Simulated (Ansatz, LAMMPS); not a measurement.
# Structural relaxation of amorphous 71HfO2-29Al2O3 (mol %) (86 atoms), part 2 of 4

Wanted: the relaxed structure of amorphous 71HfO2-29Al2O3 (mol %) (86 atoms) and its electronic structure.

Ansatz 0.2.0; Kohn-Sham DFT, PBE, PAW (set soft_2), plane waves.

The cell: 17 Hf, 14 Al and 55 O. The quench rate of 50 K/ps is orders of magnitude faster than experiment. The starting topology of bonds comes from the classical model. Only the Γ point is sampled in the main run, in a cell whose shortest periodic width is 10 Å. No spin–orbit coupling is included.

So far. Step 3 (Single point at the start): Neighbours are counted within 2.82 Å (O-Hf), 2.19 Å (O-Al).

### Step 4. Cell and atoms relaxed

Cell and atoms are freed together, to release stress as well as forces.

The input, input.yaml:

```yaml
crystal:
  lattice:
    - [10.2839, 0.0, 0.0]
    - [0.0, 10.2839, 0.0]
    - [0.0, 0.0, 10.2839]
  atoms:
    [... the 86 atom lines of step 3 ...]
kpoints:
  mp_grid: { grid: [1, 1, 1] }
hamiltonian:
  xc: pbe
scf:
  occupations: { method: fermi_dirac, width: 0.025 }
output:
  forces: true
relax:
  f_tol: 0.04
  max_steps: 250
  cell: {}
```

Started as:

```
$ ansatz run input.yaml --threads 4 --pin off --max-ram 8192MiB --backend cpu --events-out ev --progress --plain --runs-dir out
```

Numbers of over 12 decimals in the logs are rounded to 6 here.

Output:

```text
[...]
Crystal: 86 atoms, lattice volume = 1087.611 Å³
Basis set: ecut = 420 eV, 21247 PW (Γ), exchange–correlation on 144×144×144 points (8 copies of the dense FFT grid, shifted against one another)
Bands: 493, of which v1, the nominal top of the filled ones, is band 407 counted from 1 (406 counted from 0)
Symmetry: 1 space group operations
[...]
k-points: 1
[...]
SCF iter   1: F=—  HF=-306125.800060 eV  |F-HF|=—  |Δ(HF+E_count)|=         —  Δρ=3.65e-3  dr2=1.56e-1  ethr=1.77e-3  ⟨swp⟩=6.0  Hψ=1810  notcnv=0  defer=59
[...]
SCF iter  11: F=-306125.793654 eV  HF=-306125.793654 eV  |F-HF|=1.33e-8  |Δ(HF+E_count)|=   3.67e-8  Δρ=1.49e-6  dr2=3.23e-8  ethr=1.23e-11  ⟨swp⟩=4.0  Hψ=1593  notcnv=0
SCF 1 converged in 11 iterations: F = -306125.793654 eV  dr2 = 3.23e-8
[...]
relax step   1: F+E_penalty+E_count = -306125.79365381 eV  Δ(F+E_penalty+E_count) = +0.000e0 eV  max|allowed force component| = 3.540e0 eV/Å  Δτ_max = 0.0000 Å  P = -1.410 GPa  Ω = 1087.611 Å³  (11 SCF iters, dr2 threshold 1.00e-7 eV, accepted)
[... from here on, the SCF cycles and remarks between the steps are left out ...]
relax step   2: F+E_penalty+E_count = -306127.49184959 eV  Δ(F+E_penalty+E_count) = -1.698e0 eV  max|allowed force component| = 1.065e0 eV/Å  Δτ_max = 0.1304 Å  P = +1.887 GPa  Ω = 1065.751 Å³  energy of the carried Pulay correction = +9.070e-2 eV  (9 SCF iters, dr2 threshold 8.60e-6 eV, accepted)
relax step   3: F+E_penalty+E_count = -306128.13613317 eV  Δ(F+E_penalty+E_count) = -6.443e-1 eV  max|allowed force component| = 6.476e-1 eV/Å  Δτ_max = 0.0683 Å  P = +0.742 GPa  Ω = 1073.336 Å³  energy of the carried Pulay correction = +5.902e-2 eV  (7 SCF iters, dr2 threshold 8.60e-6 eV, accepted)
relax step   4: F+E_penalty+E_count = -306128.60205264 eV  Δ(F+E_penalty+E_count) = -4.659e-1 eV  max|allowed force component| = 3.930e-1 eV/Å  Δτ_max = 0.2000 Å  P = -0.099 GPa  Ω = 1076.340 Å³  energy of the carried Pulay correction = +4.653e-2 eV  (8 SCF iters, dr2 threshold 8.60e-6 eV, accepted)
relax step   5: F+E_penalty+E_count = -306128.75520832 eV  Δ(F+E_penalty+E_count) = -1.532e-1 eV  max|allowed force component| = 2.704e-1 eV/Å  Δτ_max = 0.2000 Å  P = +0.108 GPa  Ω = 1068.224 Å³  energy of the carried Pulay correction = +8.034e-2 eV  (8 SCF iters, dr2 threshold 8.60e-6 eV, accepted)
relax step   6: F+E_penalty+E_count = -306128.79216893 eV  Δ(F+E_penalty+E_count) = -3.696e-2 eV  max|allowed force component| = 7.802e-2 eV/Å  Δτ_max = 0.0895 Å  P = -0.018 GPa  Ω = 1071.568 Å³  energy of the carried Pulay correction = +6.638e-2 eV  (7 SCF iters, dr2 threshold 4.57e-6 eV, accepted)
relax step   7: F+E_penalty+E_count = -306128.80066040 eV  Δ(F+E_penalty+E_count) = -8.491e-3 eV  max|allowed force component| = 3.453e-2 eV/Å  Δτ_max = 0.0336 Å  P = -0.012 GPa  Ω = 1071.213 Å³  energy of the carried Pulay correction = +6.786e-2 eV  (8 SCF iters, dr2 threshold 3.80e-7 eV, accepted)
relax step   8: F+E_penalty+E_count = -306128.79012254 eV  Δ(F+E_penalty+E_count) = +1.054e-2 eV  max|allowed force component| = 3.455e-2 eV/Å  Δτ_max = 0.0000 Å  P = -0.055 GPa  Ω = 1071.213 Å³  stress off target by 3.19e-1 GPa  SCF on the basis re-selected at this cell (its energy is not comparable with the rows above)  (7 SCF iters)
relax step   9: F+E_penalty+E_count = -306128.79728574 eV  Δ(F+E_penalty+E_count) = -7.163e-3 eV  max|allowed force component| = 2.078e-2 eV/Å  Δτ_max = 0.0120 Å  P = -0.004 GPa  Ω = 1070.594 Å³  energy of the carried Pulay correction = +2.730e-3 eV  (7 SCF iters, dr2 threshold 2.55e-7 eV, accepted)
relax step  10: F+E_penalty+E_count = -306128.79620601 eV  Δ(F+E_penalty+E_count) = +1.080e-3 eV  max|allowed force component| = 2.069e-2 eV/Å  Δτ_max = 0.0000 Å  P = -0.007 GPa  Ω = 1070.594 Å³  stress off target by 1.63e-2 GPa  SCF on the basis re-selected at this cell (its energy is not comparable with the rows above)  (7 SCF iters)
[...]
SCF converged after 7 iterations
Free energy (F): -306128.796206 eV
[...]
Internal energy: -306128.796206 eV  (E = F + TS)
E sigma→0 (E₀):  -306128.796206 eV
Fermi energy:    11.115271 eV
[...]
--- Forces (eV/Å), atoms counted from 1 ---
  atom   1  Hf    -0.00466064     0.01151617    -0.00390866
  atom   2  Hf     0.00257568    -0.00052977    -0.00625286
  atom   3  Hf     0.00226368     0.00006435     0.01746906
  atom   4  Hf     0.00019863     0.01094707     0.00211330
  atom   5  Hf    -0.00146279     0.01144710    -0.00297327
  atom   6  Hf    -0.00412002    -0.02068847     0.00837053
  atom   7  Hf    -0.00704573    -0.00657415    -0.00472497
  atom   8  Hf    -0.00142006     0.00203287    -0.00718072
  atom   9  Hf     0.00298147     0.01071127     0.00000323
  atom  10  Hf     0.01099453    -0.00983083     0.00827427
  atom  11  Hf    -0.00501763    -0.00710274     0.00069892
  atom  12  Hf     0.01249327    -0.00881793     0.00913755
  atom  13  Hf     0.00443496     0.00640062     0.00245419
  atom  14  Hf     0.00469150     0.00552189     0.00311394
[...]
atom  85  O     -0.00611629     0.00236101    -0.00125360
  atom  86  O      0.00040736     0.00113533    -0.00486983
  max |Σ_I F_I| component: 1.95e-5 eV/Å
--- Stress (GPa, compression-positive) ---
       -0.010285      -0.005433       0.003473
       -0.005426       0.004581      -0.005596
        0.003472      -0.005593      -0.013857
  P = ⅓ Tr σ = -0.0065 GPa (-0.065 kbar)
--- Relaxed structure (8 steps of the walk, 8 accepted, 2 SCFs on fresh bases) ---
  F+E_penalty+E_count = -306128.79620601 eV   max|allowed force component| = 2.069e-2 eV/Å   (the final SCF, on the basis selected at the relaxed cell)
  cell:  # Å, volume = 1070.5944 Å³
    - [10.459715, 0.108668, -0.181816]
    - [0.108668, 10.278714, 0.080709]
    - [-0.181816, 0.080709, 9.962786]
  atoms:
    - { symbol: Hf, position: [0.931456, 0.575367, 0.904928] }
    - { symbol: Hf, position: [0.151620, 0.839440, 0.524112] }
    - { symbol: Hf, position: [0.673031, 0.318284, 0.826834] }
    - { symbol: Hf, position: [0.300766, 0.493387, 0.979316] }
[...]
- { symbol: O, position: [0.902458, 0.149604, 0.327117] }
```

It took 3.4 min on 4 threads of Arm Neoverse V1, shared host; peak memory 1.7 GiB.

Relaxation path:

| step | energy less that of the first step (eV) | largest force component (eV/Å) | pressure (GPa) | volume (Å³) |
| --- | --- | --- | --- | --- |
| 1 | 0.0000 | 3.5396 | -1.41 | 1087.61 |
| 2 | -1.6982 | 1.0648 | 1.89 | 1065.75 |
| 3 | -2.3425 | 0.6476 | 0.74 | 1073.34 |
| 4 | -2.8084 | 0.3930 | -0.10 | 1076.34 |
| 5 | -2.9616 | 0.2704 | 0.11 | 1068.22 |
| 6 | -2.9985 | 0.0780 | -0.02 | 1071.57 |
| 7 | -3.0070 | 0.0345 | -0.01 | 1071.21 |
| 8* | -2.9965 | 0.0346 | -0.05 | 1071.21 |
| 9 | -3.0036 | 0.0208 | 0.00 | 1070.59 |
| 10* | -3.0026 | 0.0207 | -0.01 | 1070.59 |

Relaxation steps marked * repeat the geometry before them on a plane-wave basis chosen anew for their cell, so energy and pressure can jump there.

| cell as run | before | after | change |
| --- | --- | --- | --- |
| a (Å) | 10.284 | 10.462 | +1.7 % |
| b (Å) | 10.284 | 10.280 | -0.0 % |
| c (Å) | 10.284 | 9.965 | -3.1 % |
| α (°) | 90.00 | 89.10 | -1.0 % |
| β (°) | 90.00 | 92.04 | +2.3 % |
| γ (°) | 90.00 | 88.81 | -1.3 % |
| volume (Å³/atom) | 12.65 | 12.45 | -1.6 % |

The atoms that moved most (Å, as changes of fractional coordinates times the final cell):

| atom | dx | dy | dz | length |
| --- | --- | --- | --- | --- |
| O42 | 0.365 | -0.170 | 0.254 | 0.476 |
| O35 | -0.254 | 0.222 | -0.160 | 0.374 |
| Al23 | 0.244 | -0.217 | 0.014 | 0.327 |
| Al28 | -0.001 | 0.058 | -0.304 | 0.309 |
| O84 | -0.104 | 0.230 | 0.145 | 0.291 |
| O54 | 0.164 | -0.134 | 0.132 | 0.249 |
| O77 | 0.110 | -0.215 | 0.031 | 0.243 |
| Al29 | 0.073 | -0.099 | 0.189 | 0.225 |

The relaxation changed the energy by -34.9 meV/atom, and atoms moved by 0.16 Å r.m.s., 0.48 Å at most.

### Step 5. Distances and neighbours after relaxation

Bonds before and after, by the cutoffs listed below:

| pair | bonds before | bonds after | mean before (Å) | mean after (Å) | spread before (Å) | spread after (Å) |
| --- | --- | --- | --- | --- | --- | --- |
| O-Hf | 106 | 106 | 2.165 | 2.149 | 0.119 | 0.125 |
| O-Al | 59 | 61 | 1.795 | 1.819 | 0.105 | 0.077 |

Density 6.66 g/cm³, 12.45 Å³ an atom.

Pair distribution functions g(r), in bins of 0.2 Å:

| r (Å) | total | O-O | O-Hf | O-Al | Hf-Hf | Hf-Al | Al-Al |
| --- | --- | --- | --- | --- | --- | --- | --- |
| 1.60 | 0.08 | 0.00 | 0.00 | 0.39 | 0.00 | 0.00 | 0.00 |
| 1.80 | 1.88 | 0.00 | 0.13 | 8.86 | 0.00 | 0.00 | 0.00 |
| 2.00 | 1.28 | 0.00 | 4.26 | 0.98 | 0.00 | 0.00 | 0.00 |
| 2.20 | 1.23 | 0.00 | 4.85 | 0.00 | 0.00 | 0.00 | 0.00 |
| 2.40 | 0.37 | 0.19 | 1.16 | 0.00 | 0.00 | 0.00 | 0.00 |
| 2.60 | 0.76 | 1.77 | 0.14 | 0.00 | 0.00 | 0.00 | 0.00 |
| 2.80 | 1.27 | 2.86 | 0.06 | 0.21 | 0.00 | 0.22 | 1.09 |
| 3.00 | 1.22 | 2.29 | 0.10 | 0.49 | 0.00 | 1.39 | 2.42 |
| 3.20 | 1.13 | 1.39 | 0.36 | 0.76 | 1.73 | 2.63 | 3.00 |
| 3.40 | 0.97 | 0.79 | 0.34 | 1.23 | 2.30 | 3.23 | 0.39 |
| 3.60 | 0.96 | 0.59 | 0.67 | 1.10 | 2.27 | 3.34 | 0.67 |
| 3.80 | 0.86 | 0.66 | 1.13 | 0.80 | 2.02 | 0.88 | 0.00 |
| 4.00 | 0.86 | 0.61 | 1.17 | 1.21 | 1.30 | 0.00 | 0.54 |
| 4.20 | 1.19 | 0.92 | 1.46 | 1.75 | 0.68 | 0.20 | 1.76 |
| 4.40 | 0.82 | 0.54 | 1.16 | 1.32 | 0.15 | 0.18 | 0.68 |
| 4.60 | 1.13 | 0.69 | 1.76 | 1.50 | 0.57 | 0.93 | 0.41 |
| 4.80 | 1.04 | 1.01 | 1.35 | 0.72 | 0.91 | 0.93 | 1.71 |

Bonds by pair of elements; cutoffs follow the first minimum of g(r), held within bounds set by covalent radii, and pairs that aren't listed don't count as bonded:

| pair A-B | cutoff (Å) | bonds | mean length (Å) | spread (Å) | shortest (Å) | B about A | A about B |
| --- | --- | --- | --- | --- | --- | --- | --- |
| O-Hf | 2.82 | 106 | 2.15 | 0.125 | 1.86 | 1.93 | 6.24 |
| O-Al | 2.43 | 61 | 1.82 | 0.077 | 1.69 | 1.11 | 4.36 |

How many atoms have how many bonded neighbours:

| element | mean | 2 | 3 | 4 | 5 | 6 | 7 |
| --- | --- | --- | --- | --- | --- | --- | --- |
| Al | 4.36 | 0 | 0 | 9 | 5 | 0 | 0 |
| Hf | 6.24 | 0 | 0 | 0 | 0 | 13 | 4 |
| O | 3.04 | 6 | 41 | 8 | 0 | 0 | 0 |

Bond angles (no mean is given where the spread exceeds 20°):

| angle | count | mean (°) | spread (°) |
| --- | --- | --- | --- |
| O-Hf-O | 279 | - | - |
| O-Al-O | 104 | 108 | 19.9 |
| Al-O-Hf | 93 | 116 | 17 |
| Hf-O-Hf | 67 | 114 | 17.6 |
| Al-O-Al | 17 | 118 | 11.6 |

Oxygen atoms by the number of network formers (Si, P, Ge, B, Al, As, Ga) bound to them:

| network formers bound to O | O atoms | per cent |
| --- | --- | --- |
| 0 | 10 | 18.2 |
| 1 | 30 | 54.5 |
| 2 | 14 | 25.5 |
| 3 | 1 | 1.8 |

Network units: each former by its oxygen neighbours and how many of them bridge to another former:

| former | O neighbours | bridging O | atoms |
| --- | --- | --- | --- |
| Al | 4 | 1 | 2 |
| Al | 4 | 2 | 3 |
| Al | 4 | 3 | 3 |
| Al | 4 | 4 | 1 |
| Al | 5 | 1 | 2 |
| Al | 5 | 2 | 1 |
| Al | 5 | 3 | 2 |

Bond length by coordination (bonds to H left out):

| element | coordination | atoms | mean bond length (Å) |
| --- | --- | --- | --- |
| Al | 4 | 9 | 1.78 |
| Al | 5 | 5 | 1.88 |
| Hf | 6 | 13 | 2.13 |
| Hf | 7 | 4 | 2.20 |
| O | 2 | 6 | 1.83 |
| O | 3 | 41 | 2.02 |
| O | 4 | 8 | 2.15 |

For some of the pairs, g(r) has its first main peak near 2.8 Å (O-O), 2.1 Å (O-Hf), 1.8 Å (O-Al), 3.5 Å (Hf-Al) and 3.1 Å (Al-Al). By these cutoffs 64 % of Al atoms have 4, 76 % of Hf atoms have 6 and 75 % of O atoms have 3 bonded neighbours. Counting bonds to Al alone, not to Hf, 26 % of the oxygens join two of these atoms and 54 % one; 2 % join three; 18 % join none.

(Continued in part 3 of 4.)

[Logs are printed without paths, hosts, clocks, repeated set-up lines and the standing remarks that a program may print on its own settings, such as how far it seeks lower states.]

[Hosts, paths, dates, database ids (printed as entryN), source tags and the programs' standing remarks are cut or masked in the printed files.]
